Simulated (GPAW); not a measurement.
# TiO2 (Anatase, I4_1/amd): the Ti K absorption edge, part 2 of 2

Aim: the near-edge shape at the Ti K edge of TiO2 (Anatase, I4_1/amd), and what the core hole does to it.

GPAW 26.7.0; X-ray absorption from dipole matrix elements to empty bands, plane-wave PAW PBE.

So far. Step 2 (Ground state of the crystal): The mesh shows a gap of 2.12 eV, so the hole is first treated in a charged cell, without the excited electron. Step 3 (Spectrum without a core hole, Ti atom 1): Main maxima below 30 eV (height): 1.5 eV (0.57), 4.2 eV (0.51) and 16.6 eV (2.94). A K edge sees empty p states. The weak features of the first eV are p character mixed into the empty d bands; the main 4p edge lies above them.

## (5) Spectrum with FCH, Ti atom 1

The holes are 5.4 Å apart. In GPAW the data set carries the hole's charge, so charge=0 means a charged cell and charge=-1 a neutral one. The excited electron is left out and a uniform background balances the charge. After the field has converged, empty bands are computed with the density fixed and the dipole matrix elements are summed.

xas.py reads:

```python
import numpy as np
from ase import Atoms
from ase.parallel import parprint, paropen
from gpaw import GPAW, PW, FermiDirac, Mixer, MixerDif, setup_paths
from gpaw.test import gen
setup_paths.insert(0, '.')
gen('Ti', name='fch1s', xcname='PBE', corehole=(1, 0, 1), write_xml=True)
from gpaw.mpi import world
world.barrier()

atoms = Atoms('Ti4O8',
    cell=[[3.7842, -3.7842, 0],
     [3.7842, 3.7842, 0],
     [-1.8921, 1.8921, 4.7573]],
    scaled_positions=[[0, 0.25, 0.5],
     [0.5, 0.75, 0.5],
     [0, 0, 0],
     [0.5, 0.5, 0],
     [0.7919, 0, 0.5838],
     [0.2919, 0.5, 0.5838],
     [0.7919, 0.25, 0.0838],
     [0.2919, 0.75, 0.0838],
     [0.2081, 0.25, 0.9162],
     [0.7081, 0.75, 0.9162],
     [0.2081, 0, 0.4162],
     [0.7081, 0.5, 0.4162]],
    pbc=True)
atoms.calc = calc = GPAW(legacy_gpaw=True, mode=PW(500), xc='PBE', setups={0: 'fch1s'},
    kpts={'size': (4, 4, 4), 'gamma': True}, occupations=FermiDirac(0.02),
    charge=0, mixer=Mixer(0.1, 5, 50), maxiter=150,
    convergence={'density': 0.0001}, txt='scf.txt')
energy = atoms.get_potential_energy() + calc.get_reference_energy()
ef = calc.get_fermi_level()
out = dict(energy=energy, fermi=ef, forces=atoms.get_forces().tolist())
parprint(f'all-electron energy {energy:.4f} eV, Fermi level {ef:.4f} eV')
ev = np.array([[calc.get_eigenvalues(k, s) for k in range(len(calc.get_ibz_k_points()))] for s in range(calc.get_number_of_spins())])
out['homo'], out['lumo'], out['counts'] = ev[ev < ef].max(), ev[ev > ef].min(), sorted(set((ev < ef).sum((0, 2)).tolist()))
out['filled'] = (ev[:, 0] < ef).sum(1).tolist()

from ase.units import Ha
from gpaw.xas import dipole_matrix_elements
nb = int(calc.get_number_of_electrons() / 2) + 104
top, nb = nb, nb + 8 + nb // 12
nscf = calc.fixed_density(kpts={'size': (4, 4, 4), 'gamma': True}, nbands=nb,
    convergence={'bands': top, 'eigenstates': 1e-5}, maxiter=60, txt='nscf.txt')
cell = atoms.cell.array
ops = [cell.T @ U.T @ np.linalg.inv(cell.T) for U in nscf.wfs.kd.symmetry.op_scc]
filled = [48]  # bands filled in the ground state, by spin
E = np.arange(-6, 34, 0.1)
fwhm = np.interp(E, [4, 25], [0.94, 3.5])
Y, X, zero, highest = 0, 0, 1e9, 1e9
for spin in range(nscf.get_number_of_spins()):
    wfs = nscf.wfs
    A = dipole_matrix_elements(wfs.setups[0])
    eps = np.zeros((wfs.kd.nibzkpts, nb))
    d = np.zeros((3, A.shape[1], wfs.kd.nibzkpts, nb), complex)
    for kpt in wfs.kpt_u:
        if kpt.s == spin and 0 in kpt.P_ani:
            eps[kpt.k] = kpt.eps_n * Ha
            d[:, :, kpt.k] = (kpt.weight * wfs.nspins / 2) ** 0.5 * np.inner(A, kpt.P_ani[0])
    world.sum(eps)
    world.sum(d)
    T = np.einsum('amkn,bmkn->abkn', d, d.conj()).real
    T = sum(np.einsum('ai,ijkn,bj->abkn', R, T, R) for R in ops) / len(ops)
    empty = np.ones_like(eps, bool) & (np.arange(nb) >= filled[spin])
    zero, highest = min(zero, eps[empty].min()), min(highest, eps[:, top - 1].min())
    lines = [(eps, T, empty)] if spin == 0 else lines + [(eps, T, empty)]
for eps, T, empty in lines:
    f = np.einsum('aakn->akn', T).reshape(3, -1)
    x = eps.ravel() - zero
    w = np.interp(x, E, fwhm) / 2.35482
    g = np.exp(-0.5 * ((E[:, None] - x) / w) ** 2) / (w * (2 * np.pi) ** 0.5)
    Y = Y + (f * empty.ravel()) @ g.T
    X = X + (f * ~empty.ravel()) @ g.T
out.update(E=E.round(2).tolist(), xas=Y.tolist(), xes=X.tolist(), zero=zero, valid=highest - zero, nk=len(eps), nb=nb)
for i in range(0, len(E), 10):
    parprint(f'{E[i]:7.2f}', *(f'{v:10.3e}' for v in Y[:, i]))
import json
with paropen('out.json', 'w') as f:
    json.dump(out, f)
```

Run with:

```bash
OMP_NUM_THREADS=1 mpirun -n 2 gpaw python xas.py
```

Numbers of over 12 decimals in the logs are rounded to 6 here.

Log:

```text
Input parameters:
  convergence: {density: 0.0001}
  kpts: {gamma: True,
         size: (4, 4, 4)}
  maxiter: 150
  mixer: {backend: pulay,
          beta: 0.1,
          method: separate,
          nmaxold: 5,
          weight: 50}
  mode: {ecut: 500.0,
         name: pw}
  occupations: {fixmagmom: False,
                name: fermi-dirac,
                width: 0.02}
  setups: {0: fch1s}
  xc: PBE

Initialize ...

[... PAW data sets ...]

Reference energy: -104227.287691  # eV

Spin-paired calculation

[... convergence settings ...]
Symmetries present (total): 2
  [... symmetry matrices ...]

64 k-points: 4 x 4 x 4 Monkhorst-Pack grid + [1/8,1/8,1/8]
30 k-points in the irreducible part of the Brillouin zone
       k-points in crystal coordinates                weights
   0:     0.00000000    0.00000000    0.00000000          1/64
   1:     0.00000000    0.00000000    0.25000000          2/64
   2:     0.00000000    0.00000000    0.50000000          1/64
   3:     0.00000000    0.25000000    0.00000000          2/64
   4:     0.00000000    0.25000000    0.25000000          4/64
   5:     0.00000000    0.25000000    0.50000000          2/64
   6:     0.00000000    0.50000000    0.00000000          1/64
   7:     0.00000000    0.50000000    0.25000000          2/64
   8:     0.00000000    0.50000000    0.50000000          1/64
   9:     0.25000000    0.00000000   -0.25000000          2/64
          ...
  29:     0.50000000    0.50000000    0.50000000          1/64

Wave functions: Plane wave expansion
  Cutoff energy: 500.000 eV
  Number of coefficients (min, max): 3419, 3478
  Pulay-stress correction: 0.000000 eV/Ang^3 (de/decut=0.000000)
  Using FFTW library
  Wavefunction extrapolation:
    Improved wavefunction reuse through dual PAW basis

Occupation numbers: Fermi-Dirac:
  width: 0.0200  # eV

Eigensolver
   Davidson(niter=2)

Densities:
  Coarse grid: 28*28*30 grid
  Fine grid: 56*56*60 grid
  Total Charge: 1.000000

Density mixing:
  Method: separate
  Backend: pulay
  Linear mixing parameter: 0.1
  old densities: 5
  Width of damping distribution: 1.1
  Damping of long wavelength oscillations: 50

[... Hamiltonian set-up ...]
Number of atoms: 12
Number of atomic orbitals: 84
Number of bands in calculation: 62
Number of valence electrons: 96
Bands to converge: occupied

... initialized

Initializing position-dependent things.

Density initialized from atomic densities
Creating initial wave functions:
  62 bands from LCAO basis set

          O        O

          Ti  O    Ti

        O   O     OO

        Ti        Ti
                O

Atomic positions and initial magnetic moments

Positions:
   0 Ti     0.000000    1.892100    2.378650    ( 0.0000,  0.0000,  0.0000)
   1 Ti     3.784200    1.892100    2.378650    ( 0.0000,  0.0000,  0.0000)
   2 Ti     0.000000    0.000000    0.000000    ( 0.0000,  0.0000,  0.0000)
   3 Ti     3.784200    0.000000    0.000000    ( 0.0000,  0.0000,  0.0000)
   4 O      1.892100   -1.892100    2.777312    ( 0.0000,  0.0000,  0.0000)
   5 O      1.892100    1.892100    2.777312    ( 0.0000,  0.0000,  0.0000)
   6 O      3.784200   -1.892100    0.398662    ( 0.0000,  0.0000,  0.0000)
   7 O      3.784200    1.892100    0.398662    ( 0.0000,  0.0000,  0.0000)
   8 O     -0.000000    1.892100    4.358638    ( 0.0000,  0.0000,  0.0000)
   9 O      3.784200    1.892100    4.358638    ( 0.0000,  0.0000,  0.0000)
  10 O     -0.000000    0.000000    1.979988    ( 0.0000,  0.0000,  0.0000)
  11 O      3.784200    0.000000    1.979988    ( 0.0000,  0.0000,  0.0000)

Unit cell:
           periodic     x           y           z      points  spacing
  1. axis:    yes    3.784200   -3.784200    0.000000    28     0.1666
  2. axis:    yes    3.784200    3.784200    0.000000    28     0.1911
  3. axis:    yes   -1.892100    1.892100    4.757300    30     0.1586

  Lengths:   5.351667   5.351667   5.458204
  Angles:   90.000000 119.356402  90.000000

Effective grid spacing dv^(1/3) = 0.1796

iter:   1  -132.200038
iter:   2  -123.621111   -0.83  -0.97
iter:   3  -117.899088   +0.36  -1.05
iter:   4  -117.339879   -0.69  -1.42
iter:   5  -117.203820   -1.66  -1.46
iter:   6  -117.244175   -1.41  -1.50
iter:   7  -117.203750c  -2.58  -2.16
iter:   8  -117.201953c  -3.32  -2.49
iter:   9  -117.199941c  -4.04  -2.60
iter:  10  -117.198675c  -3.63  -2.66
iter:  11  -117.198823c  -4.18  -2.90
iter:  12  -117.198747c  -5.14  -3.14
iter:  13  -117.198621c  -4.80  -3.23
iter:  14  -117.198617c  -5.51  -3.58
iter:  15  -117.198620c  -6.04  -3.93
iter:  16  -117.198614c  -6.79  -3.97
iter:  17  -117.198611c  -6.07  -4.05c
iter:  18  -117.198611c  -6.96  -4.32c
iter:  19  -117.198611c  -7.64c -4.48c

Converged after 19 iterations.

Dipole moment: (-0.034461, -0.034461, 0.000000) |e|*Ang

Energy contributions relative to reference atoms: (reference = -104227.287691)

Kinetic:        +67.214595
Potential:     -103.040845
External:        +0.000000
XC:             -82.053827
Entropy (-ST):   -0.000000
Local:           +0.681465
SIC:             +0.000000
--------------------------
Free energy:   -117.198611
Extrapolated:  -117.198611

Showing only first 2 kpts
 Kpt  Band  Eigenvalues  Occupancy
  0    46      3.79630    2.00000
  0    47      3.93428    2.00000
  0    48      4.87484    0.00000
  0    49      5.54855    0.00000

  1    46      3.65130    2.00000
  1    47      3.76835    2.00000
  1    48      4.90814    0.00000
[...]
Fermi level: 4.35676

Gap: 0.921 eV
Transition (v -> c):
  (s=0, k=2, n=47, [0.00, 0.00, 0.50]) -> (s=0, k=0, n=48, [0.00, 0.00, 0.00])
Direct/indirect transitions are different
Direct gap: 0.941 eV
Transition at: (s=0, k=0, n=47, [0.00, 0.00, 0.00])

Forces in eV/Ang:
  0 Ti    0.00005    0.00005    0.00000
  1 Ti    0.00006    0.00006    0.00000
  2 Ti   -0.57733   -0.57733    0.00000
  3 Ti    0.57721    0.57721    0.00000
  4 O     1.58242    0.02923   -0.56108
  5 O    -1.58461   -0.02777   -0.56105
  6 O    -0.00074    0.00112    1.18629
  7 O    -0.00075    0.00113    0.03691
  8 O     0.00112   -0.00074   -1.18629
  9 O     0.00113   -0.00075   -0.03691
 10 O     0.02923    1.58242    0.56108
 11 O    -0.02777   -1.58461    0.56105
Scalar-relativistic atomic PBE calculation for Ti (Titanium, Z=22)
Core hole in 1s state (1s occupation: 1.0)
600 radial gridpoints.
|------------------------------------------------|
|------------------------------------------------|
[... the atom generator's iteration count ...]

Energy contributions:
-------------------------
Kinetic:     +674.447474
XC:           -35.419629
Potential:  -1308.910167
-------------------------
Total:       -669.882321

state      eigenvalue         ekin         rmax
-----------------------------------------------
1s^1.0 :  -188.328446   241.595575        0.045
2s^2.0 :   -22.066272    44.136720        0.261
2p^6.0 :   -19.008306    43.727640        0.209
3s^2.0 :    -2.998602     9.442615        0.829
3p^6.0 :    -2.109826     8.339293        0.841
3d^2.0 :    -0.656112     5.317940        0.856
4s^2.0 :    -0.453889     1.327875        2.530
4p^0.0 :    -0.294989     0.947178        2.971
-----------------------------------------------
(units: Bohr and Hartree)

Generating PAW setup
Kinetic energy of the core from tauc = 595.323382
Cutoffs:
rc(s)=2.400
rc(p)=2.000
rc(d)=2.000
rc(vbar)=1.800
rc(comp)=2.300
rc(nct)=2.400

Kinetic energy of the core states: 592.234858
Charge: 1.0
Core electrons: 9.0
Valence electrons: 12.0
Pseudo-core charge: 0.000000
Shape function alpha=1.890
Pseudo-electron charge 5.313599
state    eigenvalue         norm
--------------------------------
3s(2) :    -2.998602     0.216592
4s(2) :    -0.453889     1.019903
3p(6) :    -2.109826     0.333325
4p(0) :    -0.294989     0.968752
3d(2) :    -0.656112     0.420330
*d    :     0.343888
--------------------------------

Diagonalizing with gridspacing h=0.050

state   all-electron     PAW
-------------------------------
3s:      -2.998602    -2.998884
3p:      -2.109826    -2.110472
3d:      -0.656112    -0.656704
*f:                   -0.028297
-------------------------------
all-electron energy -104344.4863 eV, Fermi level 4.3568 eV
[...]
31.00  5.719e-07  5.719e-07  5.008e-07
  32.00  5.806e-07  5.806e-07  5.395e-07
  33.00  6.073e-07  6.073e-07  6.139e-07
```

The job ended after 9.4 min (2 MPI ranks of Arm Neoverse N1, shared host; peak memory 0.56 GiB; 19 min of CPU time).

The Ti K spectrum, Ti atom 1, full core hole (charged cell) (energy from the lowest empty level; intensity scaled to a mean of 1 over the first 20 eV; polarised curves are means over the symmetry-equivalent atoms):

```tsv
E (eV)	isotropic	ε ⊥ c	ε ∥ c
-2.0	0.00	0.00	0.00
-1.5	0.00	0.00	0.00
-1.0	0.00	0.00	0.00
-0.5	0.01	0.01	0.00
0.0	0.08	0.11	0.01
0.5	0.22	0.32	0.02
1.0	0.15	0.22	0.01
1.5	0.05	0.06	0.01
2.0	0.10	0.13	0.06
2.5	0.29	0.31	0.24
3.0	0.39	0.40	0.35
3.5	0.29	0.29	0.29
4.0	0.18	0.16	0.21
4.5	0.16	0.16	0.17
5.0	0.33	0.34	0.32
5.5	0.43	0.41	0.48
6.0	0.30	0.28	0.36
6.5	0.12	0.11	0.13
7.0	0.04	0.03	0.05
7.5	0.03	0.02	0.06
8.0	0.06	0.03	0.11
8.5	0.10	0.06	0.18
9.0	0.16	0.11	0.26
9.5	0.23	0.19	0.33
10.0	0.34	0.30	0.40
10.5	0.45	0.45	0.45
11.0	0.55	0.58	0.49
11.5	0.61	0.65	0.51
12.0	0.62	0.66	0.55
12.5	0.64	0.64	0.63
13.0	0.73	0.69	0.79
13.5	0.91	0.85	1.01
14.0	1.15	1.12	1.19
14.5	1.43	1.50	1.29
15.0	1.78	1.98	1.37
15.5	2.21	2.51	1.62
16.0	2.68	2.95	2.14
16.5	3.07	3.16	2.90
17.0	3.30	3.11	3.68
17.5	3.33	2.89	4.21
18.0	3.20	2.65	4.28
18.5	2.96	2.48	3.92
19.0	2.71	2.41	3.31
19.5	2.51	2.41	2.71
20.0	2.38	2.43	2.29
20.5	2.31	2.42	2.08
21.0	2.26	2.38	2.04
21.5	2.21	2.28	2.07
22.0	2.15	2.16	2.12
22.5	2.07	2.03	2.14
23.0	1.99	1.93	2.13
23.5	1.94	1.87	2.09
24.0	1.91	1.84	2.04
24.5	1.90	1.85	2.01
25.0	1.90	1.86	2.00
25.5	1.90	1.86	1.99
26.0	1.89	1.84	1.97
26.5	1.85	1.80	1.94
27.0	1.80	1.75	1.90
27.5	1.75	1.71	1.84
28.0	1.72	1.68	1.78
28.5	1.71	1.69	1.74
29.0	1.72	1.73	1.70
29.5	1.75	1.79	1.68
30.0	1.79	1.85	1.66
30.5	1.81	1.89	1.66
31.0	1.83	1.91	1.68
31.5	1.86	1.93	1.72
32.0	1.90	1.94	1.81
```

Main maxima below 30 eV (height): 0.6 eV (0.23), 2.9 eV (0.39), 5.5 eV (0.43) and 17.3 eV (3.34). A K edge sees empty p states. The first eV above the zero hold little dipole weight, as the lowest empty bands are of d character; the main edge, of 4p character, rises through 0.6 near 12 eV above the zero.

The hole costs E(hole) − E(ground) = 4979.62 eV, and the lowest empty level of the hole cell on the spectrum's mesh lies at 4.87 eV, which puts the zero at 4984.49 eV. One term is added: -22.82 eV, since the hole is spin-paired here and a spin-polarised one costs that much less in the free atom (computed apart). The photon energy is then 4961.67 eV. The tabulated edge of the element is 4966 eV. The functional and the charged cell's background leave an error of a few eV in such absolute values.

## (6) Excitation energy, Ti atom 1

With the excited electron kept in the cell the system stays neutral, and the energy difference is an excitation energy by itself. In a small cell that electron takes up a good share of the lowest empty band, or all of one, which shifts the value from the true onset.

Changed against the first core-hole run: core hole to XCH, with the smearing that suits a partly filled band.

scf.py reads:

```python
import numpy as np
from ase import Atoms
from ase.parallel import parprint, paropen
from gpaw import GPAW, PW, FermiDirac, Mixer, MixerDif, setup_paths
from gpaw.test import gen
setup_paths.insert(0, '.')
gen('Ti', name='fch1s', xcname='PBE', corehole=(1, 0, 1), write_xml=True)
from gpaw.mpi import world
world.barrier()

atoms = Atoms('Ti4O8',
    cell=[[3.7842, -3.7842, 0],
     [3.7842, 3.7842, 0],
     [-1.8921, 1.8921, 4.7573]],
    scaled_positions=[[0, 0.25, 0.5],
     [0.5, 0.75, 0.5],
     [0, 0, 0],
     [0.5, 0.5, 0],
     [0.7919, 0, 0.5838],
     [0.2919, 0.5, 0.5838],
     [0.7919, 0.25, 0.0838],
     [0.2919, 0.75, 0.0838],
     [0.2081, 0.25, 0.9162],
     [0.7081, 0.75, 0.9162],
     [0.2081, 0, 0.4162],
     [0.7081, 0.5, 0.4162]],
    pbc=True)
atoms.calc = calc = GPAW(legacy_gpaw=True, mode=PW(500), xc='PBE', setups={0: 'fch1s'},
    kpts={'size': (4, 4, 4), 'gamma': True}, occupations=FermiDirac(0.04),
    charge=-1, mixer=Mixer(0.1, 5, 50), maxiter=150,
    convergence={'density': 0.0001}, txt='scf.txt')
energy = atoms.get_potential_energy() + calc.get_reference_energy()
ef = calc.get_fermi_level()
out = dict(energy=energy, fermi=ef, forces=atoms.get_forces().tolist())
parprint(f'all-electron energy {energy:.4f} eV, Fermi level {ef:.4f} eV')
ev = np.array([[calc.get_eigenvalues(k, s) for k in range(len(calc.get_ibz_k_points()))] for s in range(calc.get_number_of_spins())])
out['homo'], out['lumo'], out['counts'] = ev[ev < ef].max(), ev[ev > ef].min(), sorted(set((ev < ef).sum((0, 2)).tolist()))
out['filled'] = (ev[:, 0] < ef).sum(1).tolist()
import json
with paropen('out.json', 'w') as f:
    json.dump(out, f)
```

Run with:

```bash
OMP_NUM_THREADS=1 mpirun -n 2 gpaw python scf.py
```

Log:

```text
Input parameters:
  charge: -1
  convergence: {density: 0.0001}
  kpts: {gamma: True,
         size: (4, 4, 4)}
  maxiter: 150
  mixer: {backend: pulay,
          beta: 0.1,
          method: separate,
          nmaxold: 5,
          weight: 50}
  mode: {ecut: 500.0,
         name: pw}
  occupations: {fixmagmom: False,
                name: fermi-dirac,
                width: 0.04}
  setups: {0: fch1s}
  xc: PBE

[...]
4s(2) :    -0.453889     1.019903
3p(6) :    -2.109826     0.333325
4p(0) :    -0.294989     0.968752
3d(2) :    -0.656112     0.420330
*d    :     0.343888
--------------------------------

Diagonalizing with gridspacing h=0.050

state   all-electron     PAW
-------------------------------
3s:      -2.998602    -2.998884
3p:      -2.109826    -2.110472
3d:      -0.656112    -0.656704
*f:                   -0.028297
-------------------------------
all-electron energy -104338.7974 eV, Fermi level 6.2391 eV
[key lines of the parts left out:]
Converged after 22 iterations.
Dipole moment: (0.038798, 0.038798, 0.000000) |e|*Ang
Free energy:   -111.535345
Fermi level: 6.23907
```

Elapsed: 3.8 min, on 2 MPI ranks; peak memory 0.33 GiB; 7.5 min of CPU time.

The total-energy difference is 4985.31 eV. With the free-atom term of -22.82 eV for this edge, the photon energy is 4962.49 eV.

## (7) What the core hole does

Both curves are counted from their own zero, so only the shift of weight within the empty states shows.

```tsv
E (eV)	no hole	FCH
-2.0	0.00	0.00
-1.0	0.00	0.00
0.0	0.01	0.08
1.0	0.37	0.15
2.0	0.42	0.10
3.0	0.14	0.39
4.0	0.49	0.18
5.0	0.36	0.33
6.0	0.08	0.30
7.0	0.08	0.04
8.0	0.17	0.06
9.0	0.32	0.16
10.0	0.45	0.34
11.0	0.43	0.55
12.0	0.58	0.62
13.0	0.92	0.73
14.0	1.34	1.15
15.0	2.15	1.78
16.0	2.83	2.68
17.0	2.88	3.30
18.0	2.54	3.20
19.0	2.32	2.71
20.0	2.26	2.38
21.0	2.15	2.26
22.0	2.01	2.15
23.0	1.95	1.99
24.0	1.98	1.91
25.0	1.96	1.90
26.0	1.86	1.89
27.0	1.79	1.80
28.0	1.80	1.72
29.0	1.83	1.72
30.0	1.88	1.79
31.0	1.98	1.83
32.0	2.17	1.90
```

With each curve scaled to its own mean, the area from −2 to 6 eV with the hole is 1.4 against 1.9, and the centre of weight from −1 to 20 eV moves by +0.6 eV (first and strongest maxima below 20 eV: 1.5 eV (0.57), 4.2 eV (0.51) and 16.6 eV (2.94) without the hole, 0.6 eV (0.23), 2.9 eV (0.39), 5.5 eV (0.43) and 17.3 eV (3.34) with it): the weight at the onset falls. The hole also narrows the gap from 2.1 to 0.9 eV by pulling down the level that sets the zero, so features seem to sit higher above it.

## (8) Results

| Quantity | Value |
| --- | --- |
| absorber and edge | Ti K, atom 1 of the ground-state input (counted from 1) |
| surroundings | 4 O at 1.93 Å and 2 O at 1.98 Å (distorted octahedral, site symmetry -4m2) |
| highest intensity below 24 eV | 17.3 eV above the zero, height 3.34 |
| photon energy of the zero, with the added terms | 4961.7 eV (raw 4984.5 eV; uncertain by a few eV) |

The Ti K edge of atom 1, with 4 O at 1.93 Å and 2 O at 1.98 Å (distorted octahedral, site symmetry -4m2), has its highest intensity of the first 24 eV at 17.3 eV above the zero, near 4979 eV in photon energy (uncertain by a few eV), 3.3 times the mean level of the first 20 eV (Gaussian full width 0.94 eV up to 4 eV, rising linearly to 3.5 eV at 25 eV). With each curve scaled to its own mean, the area from −2 to 6 eV with the hole is 1.4 against 1.9, and the centre of weight from −1 to 20 eV moves by +0.6 eV (first and strongest maxima below 20 eV: 1.5 eV (0.57), 4.2 eV (0.51) and 16.6 eV (2.94) without the hole, 0.6 eV (0.23), 2.9 eV (0.39), 5.5 eV (0.43) and 17.3 eV (3.34) with it): the weight at the onset falls. The hole also narrows the gap from 2.1 to 0.9 eV by pulling down the level that sets the zero, so features seem to sit higher above it. The neutral-cell energy lies +0.8 eV from the charged-cell zero, a gap made of the charged-cell error and of where the added electron settles. At the Ti K edge of atom 1 polarisation matters most near 18.0 eV, where the curves differ by 1.6 on this scale. The strongest dipole feature below the main edge lies at 5.5 eV (height 0.43); the site lacks an inversion centre, which allows local p–d mixing besides the mixing with the neighbours' empty states; the run doesn't separate the two. Quadrupole 1s→3d transitions, which feed the pre-edge, are not in the dipole spectrum. The holes are only 5.4 Å apart, so the shape is probably not converged with cell size; no larger cell was run here. The mesh is coarse (0.34 Å⁻¹ between points), so small maxima may be mesh ripples. The structure is a published determination, not relaxed.

[Banner, clock and machine lines of the logs are left out without a mark of their own.]

[Logs are printed without paths, hosts, clocks, repeated set-up lines and the standing remarks that a program may print on its own settings, such as how far it seeks lower states.]

[Hosts, paths, dates, database ids (printed as entryN), source tags and the programs' standing remarks are cut or masked in the printed files.]

[Lists of maxima count a maximum above −3 eV only where it reaches 4 % of the highest in the window and stands out from its surroundings by 2 % of it (1.5 % where it reaches 55 %); shoulders and weaker maxima are passed over, and of the rest the first, up to two pre-edge ones and the few strongest are named.]
